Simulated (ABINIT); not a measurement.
# Quasiparticle gap of Na2H6Pt (Fm-3m) in ABINIT

How does a plane-wave GW calculation on Na2H6Pt (Fm-3m) run from the first input to the gap?

Method: LDA and many-body steps on it, plane waves, in ABINIT 10.8.3.

## 1. Starting point

It takes space group Fm-3m (No. 225, cubic). The conventional cell has a = 7.259 Å, b = 7.259 Å, c = 7.259 Å, α = 90.00°, β = 90.00°, γ = 90.00°. Na has 12 H at 2.57 Å nearest. H has 1 Pt at 1.64 Å and 4 H at 2.32 Å and 4 Na at 2.57 Å nearest. Nearest to Pt lie 6 H at 1.64 Å. Farther neighbours are not listed.

The cell and positions are those that the Materials Project relaxed with its own functionals (PBE, PBE+U or r2SCAN), kept fixed. Spin-orbit coupling is left out unless a step names it.

## 2. Ground state

This step: ABINIT 10.8.3; DFT, LDA, plane waves, norm-conserving pseudopotentials.

The ground-state density comes first.

File run.abi:

```
acell 3*1.0 Angstrom
rprim 
  0.000000000000 3.629315950000 3.629315950000
  3.629315950000 -0.000000000000 3.629315950000
  3.629315950000 3.629315950000 -0.000000000000
ntypat 3
znucl 11 1 78
natom 9
typat 1 1 2 2 2 2 2 2 3
xred 
  0.750000000000 0.750000000000 0.750000000000
  0.250000000000 0.250000000000 0.250000000000
  0.774464350000 0.774464350000 0.225535650000
  0.225535650000 0.774464350000 0.225535650000
  0.774464350000 0.225535650000 0.225535650000
  0.225535650000 0.225535650000 0.774464350000
  0.774464350000 0.225535650000 0.774464350000
  0.225535650000 0.774464350000 0.774464350000
  0.000000000000 0.000000000000 0.000000000000
pp_dirpath "pseudos"
pseudos "Na.upf, H.upf, Pt.upf"
ecut 38
ngkpt 6 6 6
nshiftk 1
shiftk 0 0 0
kptopt 1
chksymbreak 0
nband 29
occopt 1
tolvrs 1e-10
nstep 60
prtwf 0
optforces 0
optstress 0
indata_prefix "in"
outdata_prefix "out"
tmpdata_prefix "tmp"
```

Command:

```
$ OMP_NUM_THREADS=1 mpirun -n 4 abinit run.abi > log
```

Numbers of over 12 decimals in the logs are rounded to 6 here.

What it wrote:

```text
.Version 10.8.3 of ABINIT. v10.8.2 released Aug 2026.

 Symmetries : space group Fm -3 m (#225); Bravais cF (face-center cubic)
================================================================================
 Values of the parameters that define the memory need of the present run
     intxc =       0    ionmov =       0      iscf =       7    lmnmax =       8
     lnmax =       8     mgfft =      54  mpssoang =       4    mqgrid =    3001
     natom =       9  nloc_mem =       1    nspden =       1   nspinor =       1
    nsppol =       1      nsym =      48    n1xccc =    2501    ntypat =       3
    occopt =       1   xclevel =       1
-    mband =          29        mffmem =           1         mkmem =           4
       mpw =        7243          nfft =      157464          nkpt =          16
================================================================================
  Rough estimation (10% accuracy) of disk space for files :
================================================================================

--------------------------------------------------------------------------------
------------- Echo of variables that govern the present computation ------------
--------------------------------------------------------------------------------
 -outvars: echo values of preprocessed input variables --------
            acell      1.8897261259E+00  1.8897261259E+00  1.8897261259E+00 Bohr

      chksymbreak           0
             ecut      3.80000000E+01 Hartree
-          fftalg         312

              ixc       -1012
              kpt      0.00000000E+00  0.00000000E+00  0.00000000E+00
                       1.66666667E-01  0.00000000E+00  0.00000000E+00
                       3.33333333E-01  0.00000000E+00  0.00000000E+00
                       5.00000000E-01  0.00000000E+00  0.00000000E+00
                       1.66666667E-01  1.66666667E-01  0.00000000E+00
                       3.33333333E-01  1.66666667E-01  0.00000000E+00
                       5.00000000E-01  1.66666667E-01  0.00000000E+00
                      -3.33333333E-01  1.66666667E-01  0.00000000E+00
                      -1.66666667E-01  1.66666667E-01  0.00000000E+00
   [... 5 further rows ...]
                      -3.33333333E-01  3.33333333E-01  1.66666667E-01
                      -3.33333333E-01  5.00000000E-01  1.66666667E-01
         kptrlatt        6    0    0      0    6    0      0    0    6
          kptrlen      5.81955655E+01
P           mkmem           4
            natom           9
            nband          29
            ngfft          54      54      54
             nkpt          16
            nstep          60
             nsym          48
           ntypat           3
              occ      2.000000  2.000000  2.000000  2.000000  2.000000  2.000000
                       2.000000  2.000000  2.000000  2.000000  2.000000  2.000000
                       2.000000  2.000000  2.000000  2.000000  2.000000  2.000000
                       2.000000  2.000000  2.000000  0.000000  0.000000  0.000000
                       0.000000  0.000000  0.000000  0.000000  0.000000
        optforces           0
        optstress           0
            prtwf           0
            rprim      0.0000000000E+00  3.6293159500E+00  3.6293159500E+00
[...]
spgroup         225

           tolvrs      1.00000000E-10

             xred      7.5000000000E-01  7.5000000000E-01  7.5000000000E-01
[...]
znucl       11.00000    1.00000   78.00000

================================================================================

 chkinp: Checking input parameters for consistency.

================================================================================
== DATASET  1 ==================================================================
-   mpi_nproc: 4, omp_nthreads: 1 (-1 if OMP is not activated)

--- !DatasetInfo
iteration_state: {dtset: 1, }
dimensions: {natom: 9, nkpt: 16, mband: 29, nsppol: 1, nspinor: 1, nspden: 1, mpw: 7243, }
cutoff_energies: {ecut:  38.0, pawecutdg:  -1.0, }
electrons: {nelect:   4.20000000E+01, charge:   0.00000000E+00, occopt:   1.00000000E+00, tsmear:   1.00000000E-02, }

 Real(R)+Recip(G) space primitive vectors, cartesian coordinates (Bohr,Bohr^-1):
 R(1)=  0.0000000  6.8584132  6.8584132  G(1)= -0.0729032  0.0729032  0.0729032
 R(2)=  6.8584132  0.0000000  6.8584132  G(2)=  0.0729032 -0.0729032  0.0729032
 R(3)=  6.8584132  6.8584132  0.0000000  G(3)=  0.0729032  0.0729032 -0.0729032
 Unit cell volume ucvol=  6.4520976E+02 bohr^3
 Angles (23,13,12)=  6.00000000E+01  6.00000000E+01  6.00000000E+01 degrees

 getcut: wavevector=  0.0000  0.0000  0.0000  ngfft=  54  54  54
         ecut(hartree)=     38.000   => boxcut(ratio)=   2.00700

--- Pseudopotential description ------------------------------------------------
- Na Generated using ONCVPSP code by D. R. Hamann
- 11.00000   9.00000  180309                  znucl, zion, pspdat
12 -1012 1 -1 1968                            pspcod,pspxc,lmax,lloc,mmax
     nproj     2     2     0     0
  pspatm : epsatm=    9.37365322
         --- l  ekb(1:nproj) -->
[...]
pspatm: atomic psp has been read  and splines computed

- H Generated using ONCVPSP code by D. R. Hamann
-  1.00000   1.00000  180309                  znucl, zion, pspdat
[...]
pspatm : epsatm=    0.35439867
         --- l  ekb(1:nproj) -->
[...]
1   -0.275071
 pspatm: atomic psp has been read  and splines computed

- Pt Generated using ONCVPSP code by D. R. Hamann
- 78.00000  18.00000  180309                  znucl, zion, pspdat
12 -1012 3 -1 1340                            pspcod,pspxc,lmax,lloc,mmax
     nproj     2     2     2     2
  pspatm : epsatm=   26.53268550
         --- l  ekb(1:nproj) -->
[...]
pspatm: atomic psp has been read  and splines computed

   1.99106812E+03                                ecore*ucvol(ha*bohr**3)
--------------------------------------------------------------------------------

_setup2: Arith. and geom. avg. npw (full set) are    7218.551    7218.541

================================================================================

--- !BeginCycle
iteration_state: {dtset: 1, }
solver: {iscf: 7, nstep: 60, nline: 4, wfoptalg: 0, }
tolerances: {tolvrs: 1.00E-10, }

     iter   Etot(hartree)      deltaE(h)  residm     vres2
 ETOT  1  -225.25466943124    -2.253E+02 2.113E-01 5.032E+02
 ETOT  2  -225.30344454729    -4.878E-02 2.314E-02 1.395E+03
 ETOT  3  -225.48849650677    -1.851E-01 1.917E-03 2.218E+01
 ETOT  4  -225.49031091829    -1.814E-03 1.733E-03 1.281E-01
 ETOT  5  -225.49033939857    -2.848E-05 3.144E-04 1.605E-02
 ETOT  6  -225.49034172841    -2.330E-06 5.621E-04 2.259E-03
 ETOT  7  -225.49034198809    -2.597E-07 1.640E-04 4.454E-04
 ETOT  8  -225.49034201733    -2.924E-08 4.217E-04 1.478E-05
 ETOT  9  -225.49034201854    -1.214E-09 1.166E-04 2.347E-07
 ETOT 10  -225.49034201857    -2.501E-11 4.099E-04 1.055E-09
 ETOT 11  -225.49034201856     1.248E-11 1.250E-04 1.331E-10
 ETOT 12  -225.49034201855     1.023E-12 3.883E-04 6.485E-13

 At SCF step   12       vres2   =  6.49E-13 < tolvrs=  1.00E-10 =>converged.

--- !ResultsGS
iteration_state: {dtset: 1, }
comment   : Summary of ground state results
lattice_vectors:
- [  0.0000000,   6.8584132,   6.8584132, ]
- [  6.8584132,  -0.0000000,   6.8584132, ]
- [  6.8584132,   6.8584132,  -0.0000000, ]
lattice_lengths: [   9.69926,    9.69926,    9.69926, ]
lattice_angles: [ 60.000,  60.000,  60.000, ] # degrees, (23, 13, 12)
lattice_volume:   6.4520976E+02
convergence: {deltae:  1.023E-12, res2:  6.485E-13, residm:  3.883E-04, diffor:  0.000E+00, }
etotal    :  -2.25490342E+02
entropy   :   0.00000000E+00
fermie    :   1.13493423E-02
cartesian_stress_tensor: null
pressure_GPa: null
xred      :
- [  7.5000E-01,   7.5000E-01,   7.5000E-01, Na]
- [  2.5000E-01,   2.5000E-01,   2.5000E-01, Na]
- [  7.7446E-01,   7.7446E-01,   2.2554E-01,  H]
- [  2.2554E-01,   7.7446E-01,   2.2554E-01,  H]
- [  7.7446E-01,   2.2554E-01,   2.2554E-01,  H]
- [  2.2554E-01,   2.2554E-01,   7.7446E-01,  H]
- [  7.7446E-01,   2.2554E-01,   7.7446E-01,  H]
- [  2.2554E-01,   7.7446E-01,   7.7446E-01,  H]
- [  0.0000E+00,   0.0000E+00,   0.0000E+00, Pt]
cartesian_forces: null
force_length_stats: {min: null, max: null, mean: null, }

 Integrated electronic density in atomic spheres:
 ------------------------------------------------
 Atom  Sphere_radius  Integrated_density
[...]
================================================================================

 ----iterations are completed or convergence reached----

 Mean square residual over all n,k,spin=   87.710E-08; max=  38.830E-05
 reduced coordinates (array xred) for    9 atoms
[...]
0.774464350000      0.225535650000      0.225535650000
       0.225535650000      0.225535650000      0.774464350000
       0.774464350000      0.225535650000      0.774464350000
       0.225535650000      0.774464350000      0.774464350000
       0.000000000000      0.000000000000      0.000000000000
 rms dE/dt=  0.0000E+00; max dE/dt=  0.0000E+00; dE/dt below (all hartree)
    1       0.000000000000      0.000000000000      0.000000000000
    2       0.000000000000      0.000000000000      0.000000000000
    3       0.000000000000      0.000000000000      0.000000000000
    4       0.000000000000      0.000000000000      0.000000000000
    5       0.000000000000      0.000000000000      0.000000000000
    6       0.000000000000      0.000000000000      0.000000000000
    7       0.000000000000      0.000000000000      0.000000000000
    8       0.000000000000      0.000000000000      0.000000000000
    9       0.000000000000      0.000000000000      0.000000000000

 cartesian coordinates (angstrom) at end:
    1      5.443974     5.443974     5.443974
[...]
5      1.637080     3.629316     3.629316
    6      3.629316     3.629316     1.637080
    7      3.629316     5.621552     3.629316
    8      5.621552     3.629316     3.629316
    9      0.000000     0.000000     0.000000
 length scales=  1.889726125908  1.889726125908  1.889726125908 bohr
              =  1.000000000000  1.000000000000  1.000000000000 angstroms
 prteigrs : about to open file out_EIG
 Fermi (or HOMO) energy (hartree) =   0.01135   Average Vxc (hartree)=  -0.33608
 Eigenvalues (hartree) for nkpt=  16  k points:
 kpt#   1, nband= 29, wtk=  0.00463, kpt=  0.0000  0.0000  0.0000 (reduced coord)
  -3.56737   -1.87864   -1.87864   -1.87864   -1.78435   -1.78423   -0.77452   -0.77452
  -0.77452   -0.77369   -0.77369   -0.77369   -0.21577   -0.15236   -0.15236   -0.04400
  -0.04400   -0.04400    0.00262    0.00262    0.00262    0.21720    0.27850    0.27850
   0.31314    0.31314    0.31314    0.34362    0.34362
 prteigrs : prtvol=0 or 1, do not print more k-points.

--- !EnergyTerms
iteration_state     : {dtset: 1, }
comment             : Components of total free energy in Hartree
kinetic             :  9.56836201152054E+01
hartree             :  7.96655845690178E+01
xc                  : -3.90389689403540E+01
Ewald energy        : -1.10936313203840E+02
psp_core            :  3.08592374406643E+00
local_psp           : -2.31635107162822E+02
non_local_psp       : -2.23150811398279E+01
total_energy        : -2.25490342018555E+02
total_energy_eV     : -6.13590479140526E+03
band_energy         : -3.62047535110397E+01

== END DATASET(S) ==============================================================
================================================================================

 -outvars: echo values of variables after computation  --------
           etotal     -2.2549034202E+02
            nband          29
             nkpt          16
          spgroup         225
 [... the other variables as echoed above ...]

 Calculation completed.
```

It took 42 s on 4 MPI ranks of Intel Xeon Platinum 8488C (Sapphire Rapids), shared host; peak memory 0.47 GiB; 2.8 min of CPU time.

Numbers from this step:

```yaml
total_energy: -6135.9048 eV
gap: 3.300 eV
k_of_the_valence_top: -0.1667, 0.1667, 0
k_of_the_conduction_bottom: 0.5, 0.5, 0
least_direct_gap: 4.115 eV
```

The gap is indirect, with the least direct gap 0.81 eV higher.

[end of part 1 of 3]

[Paths, hosts, dates, memory and timing lines, banners, echoed tables and standing remarks are left out of the program output.]

[Logs are printed without paths, hosts, clocks, repeated set-up lines and the standing remarks that a program may print on its own settings, such as how far it seeks lower states.]

[Runs of the session that timed out or met a known fault of the program may be left out.]

[Hosts, paths, dates, database ids (printed as entryN), source tags and the programs' standing remarks are cut or masked in the printed files.]

[G0W0 gaps are taken among the corrected bands and points alone; a level outside them can change the order at an edge.]

[Where Ansatz stands beside ABINIT at settings called matched, ABINIT's density can come from a denser mesh and the files from another edition; pairs whose starting gaps differed by over 0.03 eV were left out, so agreement reads better than it is.]
